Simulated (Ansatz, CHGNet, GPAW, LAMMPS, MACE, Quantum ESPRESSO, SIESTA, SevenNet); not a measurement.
## Quantum ESPRESSO runs on liquid 50SiO2-23Al2O3-12ZnO-12Li2O-4CoO (mol %) at 3000 K (86 atoms)

Wanted: Quantum ESPRESSO inputs and outputs for liquid 50SiO2-23Al2O3-12ZnO-12Li2O-4CoO (mol %) at 3000 K (86 atoms), checked against a plane-wave reference.

Program: Quantum ESPRESSO 7.5. Level of theory: the method is named at each step. Results are calculated unless marked as measured.

**1. Starting point**

The cell holds 86 atoms: 13 Si, 12 Al, 3 Zn, 6 Li, 1 Co and 51 O. Cell: a = 10.730 Å, b = 10.730 Å, c = 10.730 Å, α = 90.0°, β = 90.0°, γ = 90.0°. 86 atoms (13 Si, 12 Al, 3 Zn, 6 Li, 1 Co, 51 O) placed at random at 2.77 g/cm³, melted at 4000 K for 10 ps at fixed volume with the Morse and Coulomb pair potential with partial charges (Pedone, Malavasi, Menziani, Cormack and Segre, J. Phys. Chem. B 110, 11780 (2006)). Snapshot at the end of a hold of 10 ps at 3000 K and zero pressure.

The yardstick, on the same geometry:

| Property | Result |
| --- | --- |
| method | Kohn-Sham DFT, PBE, PAW, plane waves (Ansatz 0.2.0); cutoff 420 eV, Γ point, fermi-dirac smearing of 0.05 eV, spin polarised, started with a moment on one atom, ending at -3.3 μB in the cell; PAW set soft_2 |
| r.m.s. force component | 3.44 eV/Å |
| longest force | 18.08 eV/Å |
| pressure | 4.078 GPa |
| SCF cycles | 33 |
| time | 70 s on 4 threads of Arm Neoverse V1, shared host |
| CPU time | 4.5 min |

**2. PBE, sssp-1.3.0-efficiency, 60/480 Ry**

Method: Kohn-Sham DFT, PBE, SSSP efficiency 1.3.0 pseudopotentials, plane waves.

File pw.in:

```
&control
  calculation = 'scf'
  pseudo_dir = './pseudo'
  outdir = './tmp'
  disk_io = 'none'
  tprnfor = .true.
  tstress = .true.
/
&system
  ibrav = 0
  nat = 86
  ntyp = 6
  ecutwfc = 60
  ecutrho = 480
  nosym = .true.
  occupations = 'smearing'
  smearing = 'fd'
  degauss = 0.003675
  nspin = 2
  starting_magnetization(5) = -0.5
/
&electrons
  conv_thr = 4.3e-07
  electron_maxstep = 100
  mixing_beta = 0.2
  mixing_mode = 'local-TF'
  diagonalization = 'david'
/
ATOMIC_SPECIES
Si 28.085 Si.upf
Al 26.982 Al.upf
Zn 65.380 Zn.upf
Li 6.940 Li.upf
Co2 58.933 Co.upf
O 15.999 O.upf
CELL_PARAMETERS angstrom
10.72952 0.00000 0.00000
0.00000 10.72952 0.00000
0.00000 0.00000 10.72952
ATOMIC_POSITIONS crystal
Si 0.56172 0.49446 0.66029
Si 0.10349 0.09927 0.47443
Si 0.36254 0.03412 0.10897
Si 0.89296 0.14475 0.67952
Si 0.62352 0.37700 0.92465
Si 0.25430 0.34696 0.41359
Si 0.78417 0.87359 0.08673
Si 0.06737 0.74070 0.44831
Si 0.35599 0.93169 0.86212
Si 0.79753 0.39340 0.50674
Si 0.11508 0.42466 0.17600
Si 0.58753 0.99020 0.27222
Si 0.08190 0.77174 0.88994
Al 0.88771 0.23591 0.22477
Al 0.01253 0.70624 0.17175
Al 0.53952 0.75924 0.76397
Al 0.81400 0.89108 0.81214
Al 0.32103 0.61388 0.45052
Al 0.47205 0.23170 0.36543
Al 0.63425 0.41342 0.32838
Al 0.77597 0.60054 0.14191
Al 0.77576 0.65746 0.42730
Al 0.53885 0.81878 0.53607
Al 0.80937 0.15757 0.91688
Al 0.41744 0.34443 0.13581
Zn 0.91412 0.95280 0.37566
Zn 0.50150 0.18135 0.70469
Zn 0.43989 0.80942 0.22164
Li 0.21776 0.19309 0.87990
Li 0.51880 0.03286 0.55432
Li 0.33910 0.55498 0.95545
Li 0.03827 0.56749 0.65202
Li 0.06903 0.94975 0.13475
Li 0.29367 0.88260 0.57158
Co2 0.86446 0.63247 0.89695
O 0.67170 0.42716 0.78270
O 0.83178 0.36567 0.36273
O 0.87825 0.89847 0.21031
O 0.19896 0.86097 0.86247
O 0.83980 0.27863 0.62314
O 0.45255 0.43670 0.68201
O 0.33811 0.29032 0.29404
O 0.66555 0.23352 0.91978
O 0.95911 0.84673 0.80392
O 0.68556 0.57669 0.30187
O 0.04586 0.64112 0.81615
O 0.99731 0.09099 0.58315
O 0.57562 0.63620 0.66015
O 0.10210 0.73988 0.29644
O 0.73344 0.74271 0.80825
O 0.74422 0.73890 0.04014
O 0.64086 0.41359 0.50105
O 0.68618 0.75998 0.48841
O 0.15640 0.40454 0.33817
O 0.01937 0.76524 0.02829
O 0.82594 0.18560 0.11240
[... 26 atom lines left out ...]
O 0.83984 0.53912 0.52058
O 0.48721 0.90655 0.38493
O 0.66437 0.91508 0.18263
O 0.22401 0.01005 0.08865
K_POINTS gamma
```

Command:

```console
> OMP_NUM_THREADS=1 pw.x -in pw.in > output.txt
```

Numbers of over 12 decimals in the logs are rounded to 6 here.

Output:

```text
Program PWSCF
     gamma-point specific algorithms are used
     sticks:   dense  smooth     PW     G-vecs:    dense   smooth      PW
     Sum       15685    7825   1941              1480425   523155   65117
     bravais-lattice index     =            0
     lattice parameter (alat)  =      20.2759  a.u.
     unit-cell volume          =    8335.6118 (a.u.)^3
     number of atoms/cell      =           86
     number of atomic types    =            6
     number of electrons       =       489.00
     number of Kohn-Sham states=          294
     kinetic-energy cutoff     =      60.0000  Ry
     charge density cutoff     =     480.0000  Ry
     scf convergence threshold =      4.3E-07
     mixing beta               =       0.2000
     number of iterations used =            8  local-TF  mixing
     Exchange-correlation= SLA  PW   PBX  PBC
                           (   1   4   3   4   0   0   0)
     crystal axes: (cart. coord. in units of alat)
               a(1) = (   1.000000   0.000000   0.000000 )
               a(2) = (   0.000000   1.000000   0.000000 )
               a(3) = (   0.000000   0.000000   1.000000 )
     reciprocal axes: (cart. coord. in units 2 pi/alat)
               b(1) = (  1.000000  0.000000  0.000000 )
               b(2) = (  0.000000  1.000000  0.000000 )
               b(3) = (  0.000000  0.000000  1.000000 )
     PseudoPot. # 1 for Si:
     Pseudo is Ultrasoft + core correction, Zval =  4.0
     PseudoPot. # 2 for Al:
     Pseudo is Projector augmented-wave + core cor, Zval =  3.0
     PseudoPot. # 3 for Zn:
     Pseudo is Ultrasoft, Zval = 20.0
     PseudoPot. # 4 for Li:
     Pseudo is Ultrasoft, Zval =  3.0
     PseudoPot. # 5 for Co:
     Pseudo is Ultrasoft + core correction, Zval = 17.0
     PseudoPot. # 6 for O :
     Pseudo is Projector augmented-wave + core cor, Zval =  6.0
     atomic species   valence    mass     pseudopotential
     Si                4.00    28.08500     Si( 1.00)
     Al                3.00    26.98200     Al( 1.00)
     Zn               20.00    65.38000     Zn( 1.00)
     Li                3.00     6.94000     Li( 1.00)
     Co2              17.00    58.93300     Co( 1.00)
     O                 6.00    15.99900     O ( 1.00)
     Starting magnetic structure
     atomic species   magnetization
     Si              0.000
     Al              0.000
     Zn              0.000
     Li              0.000
     Co2            -0.500
     O               0.000
     No symmetry found
   Cartesian axes
     number of k points=     1  Fermi-Dirac smearing, width (Ry)=  0.0037
                       cart. coord. in units 2pi/alat
        k(    1) = (   0.0000000   0.0000000   0.0000000), wk =   1.0000000
     Dense  grid:   740213 G-vectors     FFT dimensions: ( 144, 144, 144)
     Smooth grid:   261578 G-vectors     FFT dimensions: ( 100, 100, 100)
     Check: negative core charge=   -0.000001
     Generating pointlists ...
     new r_m :   0.0517 (alat units)  1.0488 (a.u.) for type    1
     new r_m :   0.0568 (alat units)  1.1521 (a.u.) for type    2
     new r_m :   0.0693 (alat units)  1.4051 (a.u.) for type    3
     new r_m :   0.0712 (alat units)  1.4433 (a.u.) for type    4
     new r_m :   0.0795 (alat units)  1.6129 (a.u.) for type    5
     new r_m :   0.0517 (alat units)  1.0488 (a.u.) for type    6
     Initial potential from superposition of free atoms
     starting charge     485.2603, renormalised to     489.0000
     Starting wfcs are  386 randomized atomic wfcs
     Self-consistent Calculation
     iteration #  1     ecut=    60.00 Ry     beta= 0.20
     total energy              =   -4524.43273036 Ry
     estimated scf accuracy    <      53.79855390 Ry
     total magnetization       =    -0.92 Bohr mag/cell
     absolute magnetization    =     2.03 Bohr mag/cell
     iteration #  2     ecut=    60.00 Ry     beta= 0.20
     total energy              =   -4524.16274789 Ry
     estimated scf accuracy    <      17.05887713 Ry
     total magnetization       =    -5.00 Bohr mag/cell
     absolute magnetization    =     5.24 Bohr mag/cell
     iteration #  3     ecut=    60.00 Ry     beta= 0.20
     total energy              =   -4522.43243026 Ry
     estimated scf accuracy    <       8.91284501 Ry
     total magnetization       =    -3.00 Bohr mag/cell
     absolute magnetization    =     3.30 Bohr mag/cell
[...]
negative rho (up, down):  3.728E-05 6.915E-06
[...]
negative rho (up, down):  1.892E-05 8.788E-06
[...]
total energy              =   -4522.47537672 Ry
[...]
iteration # 35     ecut=    60.00 Ry     beta= 0.20
     total energy              =   -4522.47537744 Ry
     estimated scf accuracy    <       0.00000046 Ry
     total magnetization       =    -3.31 Bohr mag/cell
     absolute magnetization    =     3.41 Bohr mag/cell
     iteration # 36     ecut=    60.00 Ry     beta= 0.20
     Magnetic moment per site  (integrated on atomic sphere of radius R)
     atom   1 (R=0.052)  charge=  0.3244  magn= -0.0000
     atom   2 (R=0.052)  charge=  0.2931  magn= -0.0000
     atom   3 (R=0.052)  charge=  0.2804  magn= -0.0000
[...]
atom  85 (R=0.052)  charge=  3.6136  magn= -0.0007
     atom  86 (R=0.052)  charge=  3.5435  magn= -0.0005
     End of self-consistent calculation
 ------ SPIN UP ------------
          k = 0.0000 0.0000 0.0000 ( 32559 PWs)   bands (ev):
  -122.7870-122.1678-121.9623 -89.9446 -77.0487 -76.9639 -76.8819 -76.4802
   -76.3133 -76.2732 -76.2251 -76.1259 -76.0604 -53.3737 -53.2937 -53.2497
   -43.1403 -43.1160 -42.6789 -42.3003 -42.0784 -41.6502 -17.9328 -17.7954
   -17.5042 -17.2997 -17.1950 -17.0845 -16.7829 -16.5450 -16.4282 -16.4054
[...]
10.2187  10.3158  10.3466  10.4117  10.5013  10.5626
 ------ SPIN DOWN ----------
          k = 0.0000 0.0000 0.0000 ( 32559 PWs)   bands (ev):
  -122.7899-122.1678-121.9623 -93.2690 -77.0541 -76.9678 -76.8856 -76.4802
[...]
9.1284   9.2337   9.2693   9.3589   9.4916   9.5327   9.5884   9.6641
     9.7351   9.7776   9.8457   9.8855   9.9191  10.0450  10.1094  10.1761
    10.2062  10.2886  10.3330  10.3967  10.4890  10.5408
     the Fermi energy is     3.7878 ev
!    total energy              =   -4522.47537748 Ry
     estimated scf accuracy    <       0.00000043 Ry
     smearing contrib. (-TS)   =      -0.00457204 Ry
     internal energy E=F+TS    =   -4522.47080544 Ry
     The total energy is F=E-TS. E is the sum of the following terms:
     one-electron contribution =   -3315.26825965 Ry
     hartree contribution      =    1873.53697409 Ry
     xc contribution           =    -677.64285618 Ry
     ewald contribution        =   -1502.10859713 Ry
     one-center paw contrib.   =    -900.98806658 Ry
     total magnetization       =    -3.31 Bohr mag/cell
     absolute magnetization    =     3.41 Bohr mag/cell
     convergence has been achieved in  36 iterations
     Forces acting on atoms (cartesian axes, Ry/au):
     atom    1 type  1   force =     0.63636218    0.11352019   -0.00644993
     atom    2 type  1   force =    -0.19824997    0.16247308   -0.06319632
     atom    3 type  1   force =     0.03109399    0.17786521   -0.15285862
[...]
atom   85 type  6   force =     0.02114446   -0.06919254   -0.07316109
     atom   86 type  6   force =    -0.12260963   -0.03035662    0.02269706
     Total force =     2.206720     Total SCF correction =     0.002119
     Computing stress (Cartesian axis) and pressure
          total   stress  (Ry/bohr**3)                   (kbar)     P=       44.83
   0.00079440  -0.00003354   0.00002374          116.86       -4.93        3.49
  -0.00003354   0.00026641   0.00026859           -4.93       39.19       39.51
   0.00002374   0.00026859  -0.00014657            3.49       39.51      -21.56
     Message from routine punch:
     Nothing written, as per user request (disk_io='none')
```

Wall time 64 min (1 thread of Arm Neoverse V1, shared host); peak memory 3.9 GiB.

Banners, paths, timers and routine set-up lines are dropped from the logs unmarked, and long logs keep their key lines alone; longer cuts are marked.

Against the reference:

- r.m.s. force component: 3.532 eV/Å
- r.m.s. difference of force components: 104.7 meV/Å
- longest difference of force vectors: 473.1 meV/Å
- force difference over r.m.s. force: 3.045 %
- slope of forces against the reference's: 1.027
- correlation of force components: 0.9999
- pressure: 4.483 GPa
- pressure difference: 0.405 GPa

Length of the force difference by element (eV/Å):

```csv
element,atoms,mean,most
Al,12,0.20,0.46
Co,1,0.034,0.034
Li,6,0.008,0.016
O,51,0.13,0.47
Si,13,0.17,0.42
Zn,3,0.043,0.062
```

The surroundings of Co35, the only Co atom, nearest first, numbered as they follow in the input and with coordinates relative to it.

```csv
atom,x,y,z,distance (Å),bonds,moment (μB),Fx,Fy,Fz (eV/Å)
Co35,0.00,0.00,0.00,0.00,2,-2.43,-0.97,0.95,-0.95
O50,-1.41,1.18,-0.95,2.07,3,-0.09,-0.99,0.50,-0.12
O46,1.95,0.09,-0.87,2.13,3,-0.04,0.70,-1.35,0.62
O51,-1.29,1.14,1.54,2.31,2,-0.02,0.50,-2.17,1.10
O55,1.66,1.42,1.41,2.60,3,-0.01,0.64,2.81,-1.88
O67,-1.63,-1.64,1.26,2.64,2,-0.04,2.49,1.53,1.50
O44,1.02,2.30,-1.00,2.70,2,-0.03,3.87,-0.27,1.57
Si13,2.33,1.49,-0.08,2.77,4,0.00,-3.98,1.27,-3.37
Al21,-0.95,-0.34,2.63,2.82,4,0.00,-4.91,-2.55,-1.99
```

Forces lie 3.0 % from the reference's, at 14 times its CPU time (on 1 against 4 cores).

**3. Summary of results**

```
force difference from the reference : QE PBE, sssp-1.3.0-efficiency, 60/480 Ry, 3.0 %
its CPU time                        : 64 min
```

PBE on plane waves or a grid with other potentials, cutoffs or grids differs from the reference by 3.0 % (QE PBE, sssp-1.3.0-efficiency, 60/480 Ry) of the r.m.s. force; this holds the reference's own error, so differences of a few per cent don't tell which side is nearer the exact PBE result (QE's 60 Ry are 816 eV, against the reference's 420 eV). The potentials hold different valence shells: 465 electrons in the reference, 489 in Quantum ESPRESSO with SSSP; this bears on time and differences. The frame stands for 3000 K, but pressures are static and levels are smeared at 580 K, under the temperature of the frame, which matters where levels are partly filled. In the spin-polarised runs the search for a state of lower energy was switched off. The network of bonds at the start is that of the classical potential that made the cell, and needn't be the one that DFT or experiment would give. The run was spin polarised, started with a moment on one atom, ending at -3.3 μB in the cell; that starting order needn't be the real material's, and it bears on forces, charges and levels. The reference's stress is far from hydrostatic: its diagonal is 11.2, 3.5, -2.5 GPa, compression counted positive. Without a Hubbard term or exact exchange, open shells on Co are likely too delocalised. The electronic-structure runs sample only Γ, in a cell whose shortest periodic width is 11 Å, which is coarse for a cell with partly filled levels.

[Also dropped from logs without a mark: logging warnings of Python, and SIESTA's first energy breakdown and zero terms.]

[Logs are printed without paths, hosts, clocks, repeated set-up lines and the standing remarks that a program may print on its own settings, such as how far it seeks lower states.]

[Hosts, paths, dates, database ids (printed as entryN), source tags and the programs' standing remarks are cut or masked in the printed files.]
